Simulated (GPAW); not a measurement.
# Segments of K in an Os chain: a series of junctions, part 2 of 2

Aim: how the conductance and the thermopower change along a series of junctions, segments of K in an Os chain.

GPAW 26.7.0; GPAW LCAO, PAW setups; Landauer transmission from Green's functions with principal layers (ASE), zero bias.

So far, conductance (G₀): step 2 (member of the series, foreign atoms 1) 0.196; step 3 (16 atoms, foreign atoms 2) 0.782; step 4 (17 atoms, foreign atoms 3) 0.212.

### Step 5. Member of the series, 18 atoms: segment atoms = 4

System of this step: 4 K atoms in an Os chain. The cell holds 18 atoms: 14 Os and 4 K. Cell: a = 9.000 Å, b = 9.000 Å, c = 48.072 Å, α = 90.0°, β = 90.0°, γ = 90.0°. Regions: left lead, 7 atoms (7 Os); channel, 4 atoms (4 K); right lead, 7 atoms (7 Os). Vacuum lies along a and b. The structure is stacked along c, and the current runs across the ab planes.

The input, run.py:

```python
import json
import numpy as np
from ase import Atoms
from ase.transport.calculators import TransportCalculator
from gpaw import GPAW, FermiDirac
from gpaw.lcao.tools import get_lcao_hamiltonian
from scipy.linalg import eigh

# The junction with lead layers at both ends, along the third cell vector
device = Atoms(
    ['Os', 'Os', 'Os', 'Os', 'Os', 'Os', 'Os', 'K', 'K', 'K', 'K', 'Os', 'Os', 'Os', 'Os', 'Os', 'Os', 'Os'],
    positions=[
        [4.50000, 4.50000, 1.14000],
        [4.50000, 4.50000, 3.42000],
        [4.50000, 4.50000, 5.70000],
        [4.50000, 4.50000, 7.98000],
        [4.50000, 4.50000, 10.26000],
        [4.50000, 4.50000, 12.54000],
        [4.50000, 4.50000, 14.82000],
        [4.50000, 4.50000, 17.88580],
        [4.50000, 4.50000, 21.98580],
        [4.50000, 4.50000, 26.08580],
        [4.50000, 4.50000, 30.18580],
        [4.50000, 4.50000, 33.25160],
        [4.50000, 4.50000, 35.53160],
        [4.50000, 4.50000, 37.81160],
        [4.50000, 4.50000, 40.09160],
        [4.50000, 4.50000, 42.37160],
        [4.50000, 4.50000, 44.65160],
        [4.50000, 4.50000, 46.93160]],
    cell=[[9.0, 0.0, 0.0], [0.0, 9.0, 0.0], [0.0, 0.0, 48.0716]],
    pbc=True)

# One principal layer of the lead: the first 5 atoms of the device
lead = Atoms(
    ['Os', 'Os', 'Os', 'Os', 'Os'],
    positions=[
        [4.50000, 4.50000, 1.14000],
        [4.50000, 4.50000, 3.42000],
        [4.50000, 4.50000, 5.70000],
        [4.50000, 4.50000, 7.98000],
        [4.50000, 4.50000, 10.26000]],
    cell=[[9.0, 0.0, 0.0], [0.0, 9.0, 0.0], [0.0, 0.0, 11.4]],
    pbc=True)

settings = dict(mode='lcao', basis='dzp', xc='RPBE', h=0.2,
                occupations=FermiDirac(0.1), maxiter=250,
                mixer=dict(beta=0.1, nmaxold=8, weight=100.0),
                convergence=dict(density=0.0001))
energies = np.arange(-3, 3 + 1e-9, 0.075)
eta = 0.0001
n1, n2 = 1, 1
# k and -k transmit alike, so half of the mesh across the current serves
mesh = [(i, j) for i in range(n1) for j in range(n2) if (i, j) <= (-i % n1, -j % n2)]
weights = np.array([1 if (i, j) == (-i % n1, -j % n2) else 2 for i, j in mesh]) / (n1 * n2)

# [... helper functions left out ...]
fermi_lead = ground_state(lead, (1, 1, 10), 'lead.txt')
fermi_device = ground_state(device, (1, 1, 2), 'device.txt')
# [... loop over the mesh left out, but for ...]
        # Shift the lead onto the potential of the device's first layer
        shift = ((H[:, 0, 0] - H0[:, 0, 0]) / S0[0, 0]).real.mean()
# [...]
kT = 8.617333e-5 * 300
bias = [0.1, 0.2, 0.5, 1.0, 1.5, 2.0]
# [... integrals and printing left out ...]
```

On the command line:

```sh
$ OMP_NUM_THREADS=1 OPENBLAS_NUM_THREADS=2 python run.py
```

The program printed:

```text
basis functions: device 454, principal layer 135
Fermi level: lead -3.3695 eV, device -2.6921 eV; lead shifted by -0.0001 eV
largest coupling past the next layer 1.14e-06 eV, largest misfit of the first layer 0.179 eV
  E-E_F (eV)   T (one spin)  [channel counts left out]
    -3.000    2.0018e-07
    -2.925    2.1466e-07
    -2.850    2.3056e-07
[...]
2.925    9.5014e-01
     3.000    8.9272e-01
conductance at 300 K: 0.6924 G0 a cell; thermopower -32.58 uV/K
current from the zero-bias T(E) at 0.1 V: 5.2382 uA
current from the zero-bias T(E) at 0.2 V: 9.7997 uA
current from the zero-bias T(E) at 0.5 V: 17.747 uA
current from the zero-bias T(E) at 1.0 V: 27.473 uA
current from the zero-bias T(E) at 1.5 V: 35.75 uA
current from the zero-bias T(E) at 2.0 V: 50.385 uA
```

Elapsed: 3 min, on 2 threads of Arm Neoverse V2, shared host; peak memory 1.7 GiB.

The conductance, 0.692 G₀, lies 226 % above that of the member before.

### Step 6. Junction, 19 atoms: segment atoms = 5

System of this step: 5 K atoms in an Os chain. The cell holds 19 atoms: 14 Os and 5 K. Its edges and angles: a = 9.000 Å, b = 9.000 Å, c = 52.172 Å, α = 90.0°, β = 90.0°, γ = 90.0°. Regions: left lead, 7 atoms (7 Os); channel, 5 atoms (5 K); right lead, 7 atoms (7 Os). Vacuum lies along a and b. The structure is stacked along c, and the current runs across the ab planes.

Edit run.py of step 5 so:

```diff
@@ -10,3 +10,3 @@
 device = Atoms(
-    ['Os', 'Os', 'Os', 'Os', 'Os', 'Os', 'Os', 'K', 'K', 'K', 'K', 'Os', 'Os', 'Os', 'Os', 'Os', 'Os', 'Os'],
+    ['Os', 'Os', 'Os', 'Os', 'Os', 'Os', 'Os', 'K', 'K', 'K', 'K', 'K', 'Os', 'Os', 'Os', 'Os', 'Os', 'Os', 'Os'],
     positions=[
@@ -23,10 +23,11 @@
         [4.50000, 4.50000, 30.18580],
-        [4.50000, 4.50000, 33.25160],
-        [4.50000, 4.50000, 35.53160],
-        [4.50000, 4.50000, 37.81160],
-        [4.50000, 4.50000, 40.09160],
-        [4.50000, 4.50000, 42.37160],
-        [4.50000, 4.50000, 44.65160],
-        [4.50000, 4.50000, 46.93160]],
-    cell=[[9.0, 0.0, 0.0], [0.0, 9.0, 0.0], [0.0, 0.0, 48.0716]],
+        [4.50000, 4.50000, 34.28580],
+        [4.50000, 4.50000, 37.35160],
+        [4.50000, 4.50000, 39.63160],
+        [4.50000, 4.50000, 41.91160],
+        [4.50000, 4.50000, 44.19160],
+        [4.50000, 4.50000, 46.47160],
+        [4.50000, 4.50000, 48.75160],
+        [4.50000, 4.50000, 51.03160]],
+    cell=[[9.0, 0.0, 0.0], [0.0, 9.0, 0.0], [0.0, 0.0, 52.1716]],
     pbc=True)
```

The program printed:

```text
basis functions: device 473, principal layer 135
Fermi level: lead -3.3695 eV, device -2.6097 eV; lead shifted by -0.0014 eV
largest coupling past the next layer 1.14e-06 eV, largest misfit of the first layer 0.182 eV
  E-E_F (eV)   T (one spin)  [channel counts left out]
    -3.000    8.5920e-08
    -2.925    9.4098e-08
    -2.850    1.0317e-07
[...]
2.925    8.2592e-01
     3.000    7.8350e-01
conductance at 300 K: 0.21641 G0 a cell; thermopower 29.88 uV/K
current from the zero-bias T(E) at 0.1 V: 1.7452 uA
current from the zero-bias T(E) at 0.2 V: 3.9191 uA
current from the zero-bias T(E) at 0.5 V: 14.346 uA
current from the zero-bias T(E) at 1.0 V: 29.941 uA
current from the zero-bias T(E) at 1.5 V: 35.332 uA
current from the zero-bias T(E) at 2.0 V: 45.952 uA
```

Wall time 4 min (2 threads); peak memory 1.9 GiB.

The conductance, 0.216 G₀, lies 69 % below that of the member before.

### Step 7. Member of the series, 20 atoms: segment atoms = 6

System of this step: 6 K atoms in an Os chain. The cell holds 20 atoms: 14 Os and 6 K. Its edges and angles: a = 9.000 Å, b = 9.000 Å, c = 56.272 Å, α = 90.0°, β = 90.0°, γ = 90.0°. Regions: left lead, 7 atoms (7 Os); channel, 6 atoms (6 K); right lead, 7 atoms (7 Os). Vacuum lies along a and b. The structure is stacked along c, and the current runs across the ab planes.

Edit run.py of step 6 so:

```diff
@@ -10,3 +10,3 @@
 device = Atoms(
-    ['Os', 'Os', 'Os', 'Os', 'Os', 'Os', 'Os', 'K', 'K', 'K', 'K', 'K', 'Os', 'Os', 'Os', 'Os', 'Os', 'Os', 'Os'],
+    ['Os', 'Os', 'Os', 'Os', 'Os', 'Os', 'Os', 'K', 'K', 'K', 'K', 'K', 'K', 'Os', 'Os', 'Os', 'Os', 'Os', 'Os', 'Os'],
     positions=[
@@ -24,10 +24,11 @@
         [4.50000, 4.50000, 34.28580],
-        [4.50000, 4.50000, 37.35160],
-        [4.50000, 4.50000, 39.63160],
-        [4.50000, 4.50000, 41.91160],
-        [4.50000, 4.50000, 44.19160],
-        [4.50000, 4.50000, 46.47160],
-        [4.50000, 4.50000, 48.75160],
-        [4.50000, 4.50000, 51.03160]],
-    cell=[[9.0, 0.0, 0.0], [0.0, 9.0, 0.0], [0.0, 0.0, 52.1716]],
+        [4.50000, 4.50000, 38.38580],
+        [4.50000, 4.50000, 41.45160],
+        [4.50000, 4.50000, 43.73160],
+        [4.50000, 4.50000, 46.01160],
+        [4.50000, 4.50000, 48.29160],
+        [4.50000, 4.50000, 50.57160],
+        [4.50000, 4.50000, 52.85160],
+        [4.50000, 4.50000, 55.13160]],
+    cell=[[9.0, 0.0, 0.0], [0.0, 9.0, 0.0], [0.0, 0.0, 56.2716]],
     pbc=True)
```

The program printed:

```text
basis functions: device 492, principal layer 135
Fermi level: lead -3.3695 eV, device -2.5374 eV; lead shifted by -0.0005 eV
largest coupling past the next layer 1.14e-06 eV, largest misfit of the first layer 0.181 eV
  E-E_F (eV)   T (one spin)  [channel counts left out]
    -3.000    2.3410e-08
    -2.925    2.5935e-08
    -2.850    2.8713e-08
[...]
2.925    8.3460e-01
     3.000    8.7012e-01
conductance at 300 K: 0.6146 G0 a cell; thermopower -27.34 uV/K
current from the zero-bias T(E) at 0.1 V: 4.5469 uA
current from the zero-bias T(E) at 0.2 V: 8.1363 uA
current from the zero-bias T(E) at 0.5 V: 14.502 uA
current from the zero-bias T(E) at 1.0 V: 27.299 uA
current from the zero-bias T(E) at 1.5 V: 38.513 uA
current from the zero-bias T(E) at 2.0 V: 44.374 uA
```

Elapsed: 4 min, on 2 threads; peak memory 1.9 GiB.

The conductance, 0.615 G₀, lies 184 % above that of the member before.

### Step 8. Side by side

Times are for 2 threads of Arm Neoverse V2, shared host. The series side by side:

```
no.  foreign atoms  conductance (G₀)     time  memory (GiB)
  1              1            0.1964  2.3 min           1.4
  2              2            0.7821  2.4 min           1.5
  3              3            0.2124  3.3 min           1.6
  4              4            0.6924    3 min           1.7
  5              5            0.2164    4 min           1.9
  6              6            0.6146    4 min           1.9
```

The runs together. Table of transmission, zone mean by energy, zero at the Fermi level:

```
energy (eV)       1        2        3        4        5        6
      -3.00  0.0125   3.7e-5   5.1e-8   2.0e-7   8.6e-8   2.3e-8
      -2.77  0.0158   6.1e-5   1.9e-8   2.5e-7   1.1e-7   3.2e-8
      -2.55  0.0206   1.1e-4        0   3.2e-7   1.5e-7   4.2e-8
      -2.25  0.0730   5.2e-4   6.0e-5   2.8e-5   1.8e-6   7.2e-6
      -2.02  0.0615   6.7e-4   9.4e-7   1.4e-6   6.0e-7   1.5e-7
      -1.80  0.0679  0.00105   3.4e-6   1.5e-6   7.6e-7   1.9e-7
      -1.57  0.0791  0.00184   1.4e-5   1.1e-6   9.4e-7   2.7e-7
      -1.35  0.0922  0.00339   5.5e-5   3.1e-7   9.6e-7   3.7e-7
      -1.05   0.113  0.00820   3.4e-4   1.3e-5   6.3e-8   3.4e-7
      -0.82   0.134   0.0177  0.00161   2.4e-4   1.9e-5   1.0e-6
      -0.60   0.158   0.0419   0.0105  0.00785  0.00436  0.00375
      -0.38   0.177    0.110    0.169    0.328   0.0940    0.209
      -0.15   0.190    0.360    0.433    0.197    0.770    0.161
       0.00   0.196    0.808    0.201    0.774    0.189    0.777
       0.15   0.204    0.936    0.186    0.514    0.247    0.280
       0.38   0.225    0.434    0.368    0.188    0.814    0.269
       0.60   0.261    0.258    0.993    0.296    0.217    0.616
       0.82   0.309    0.208    0.474    0.987    0.360    0.218
       1.05   0.358    0.193    0.224    0.335    0.818    0.772
       1.35   0.497    0.243    0.168    0.127    0.114    0.113
       1.57   0.727    0.472    0.300    0.205    0.145    0.106
       1.80   0.953    0.856    0.830    0.626    0.405    0.729
       2.02    1.24     1.92     1.75     1.49     1.93     1.25
       2.25    2.20     2.65     2.45     2.83     2.28     2.98
       2.33    2.98     1.80     2.54     2.05     1.91     2.69
       2.55   0.955    0.896    0.929    0.959    0.995    0.991
       2.77   0.896    0.863    0.953    0.999    0.937    0.863
       3.00   0.836    0.879    0.998    0.893    0.784    0.870
```

The runs together. Current through one cell, from the zero-bias transmission against bias:

```
bias (V)  1 (μA)  2 (μA)  3 (μA)  4 (μA)  5 (μA)  6 (μA)
   0.100    1.52    6.02    1.67    5.24    1.75    4.55
   0.200    3.04    11.8    3.53    9.80    3.92    8.14
   0.500    7.63    25.4    12.3    17.7    14.3    14.5
   1.000    15.4    36.7    26.0    27.5    29.9    27.3
   1.500    23.6    42.5    42.4    35.7    35.3    38.5
   2.000    32.3    46.7    50.6    50.4    46.0    44.4
```

### Step 9. A varied run

One more run, with changed settings.

System of this step: 2 K atoms in an Os chain. The cell holds 16 atoms: 14 Os and 2 K. Cell: a = 9.000 Å, b = 9.000 Å, c = 39.872 Å, α = 90.0°, β = 90.0°, γ = 90.0°. Regions: left lead, 7 atoms (7 Os); channel, 2 atoms (2 K); right lead, 7 atoms (7 Os). Vacuum lies along a and b. The structure is stacked along c, and the current runs across the ab planes.

Edit run.py of step 7 so:

```diff
@@ -10,3 +10,3 @@
 device = Atoms(
-    ['Os', 'Os', 'Os', 'Os', 'Os', 'Os', 'Os', 'K', 'K', 'K', 'K', 'K', 'K', 'Os', 'Os', 'Os', 'Os', 'Os', 'Os', 'Os'],
+    ['Os', 'Os', 'Os', 'Os', 'Os', 'Os', 'Os', 'K', 'K', 'Os', 'Os', 'Os', 'Os', 'Os', 'Os', 'Os'],
     positions=[
@@ -21,14 +21,10 @@
         [4.50000, 4.50000, 21.98580],
-        [4.50000, 4.50000, 26.08580],
-        [4.50000, 4.50000, 30.18580],
-        [4.50000, 4.50000, 34.28580],
-        [4.50000, 4.50000, 38.38580],
-        [4.50000, 4.50000, 41.45160],
-        [4.50000, 4.50000, 43.73160],
-        [4.50000, 4.50000, 46.01160],
-        [4.50000, 4.50000, 48.29160],
-        [4.50000, 4.50000, 50.57160],
-        [4.50000, 4.50000, 52.85160],
-        [4.50000, 4.50000, 55.13160]],
-    cell=[[9.0, 0.0, 0.0], [0.0, 9.0, 0.0], [0.0, 0.0, 56.2716]],
+        [4.50000, 4.50000, 25.05160],
+        [4.50000, 4.50000, 27.33160],
+        [4.50000, 4.50000, 29.61160],
+        [4.50000, 4.50000, 31.89160],
+        [4.50000, 4.50000, 34.17160],
+        [4.50000, 4.50000, 36.45160],
+        [4.50000, 4.50000, 38.73160]],
+    cell=[[9.0, 0.0, 0.0], [0.0, 9.0, 0.0], [0.0, 0.0, 39.8716]],
     pbc=True)
@@ -47,4 +43,4 @@
 
-settings = dict(mode='lcao', basis='dzp', xc='RPBE', h=0.2,
-                occupations=FermiDirac(0.1), maxiter=250,
+settings = dict(mode='lcao', basis='dzp', xc='PBE0', h=0.2,
+                occupations=FermiDirac(0.1), maxiter=60,
                 mixer=dict(beta=0.1, nmaxold=8, weight=100.0),
```

The program printed:

```text
gpaw.dft.LegacyGPAWError
```

Elapsed: 0.85 s, on 2 threads; peak memory 0.18 GiB.

The program refused the input before any cycle.

The fault put into the input: an unknown or unserved functional (xc = "PBE0").

### Step 10. Summary of results

| Quantity | Value |
| --- | --- |
| conductance, first and last member | 0.196 and 0.615 G₀ |
| largest and smallest | 0.782 and 0.196 G₀ |

What this shows: As the number of foreign atoms goes from 1 to 6, the conductance goes from 0.196 to 0.615 G₀. The conductance alternates from one member to the next. The geometry was built from estimated bond lengths and not relaxed, so the numbers describe this model structure. The run had no spin polarisation, so a magnetic state, which chains and small molecules with open shells often have, wasn't tested. Spin-orbit coupling is left out, which matters for the heavy atoms here. An evenly spaced straight chain is an idealisation: free chains tend to dimerise, zigzag or, where a band edge lies near the Fermi level, turn magnetic. The currents use the zero-bias T(E) throughout, which holds only while the bias is small against the distance to the nearest feature. The energy step is wider than the thermal energy, so the conductance and thermopower rest on interpolation of T(E). Within about eight thermal energies of the Fermi level ln T(E) bends sharply from one computed energy to the next, or the lead's channel count changes, so the thermal averages, above all the thermopower, rest on an interpolation that may be rough.

[Logs are printed without paths, hosts, clocks, repeated set-up lines and the standing remarks that a program may print on its own settings, such as how far it seeks lower states.]

[Hosts, paths, dates, database ids (printed as entryN), source tags and the programs' standing remarks are cut or masked in the printed files.]
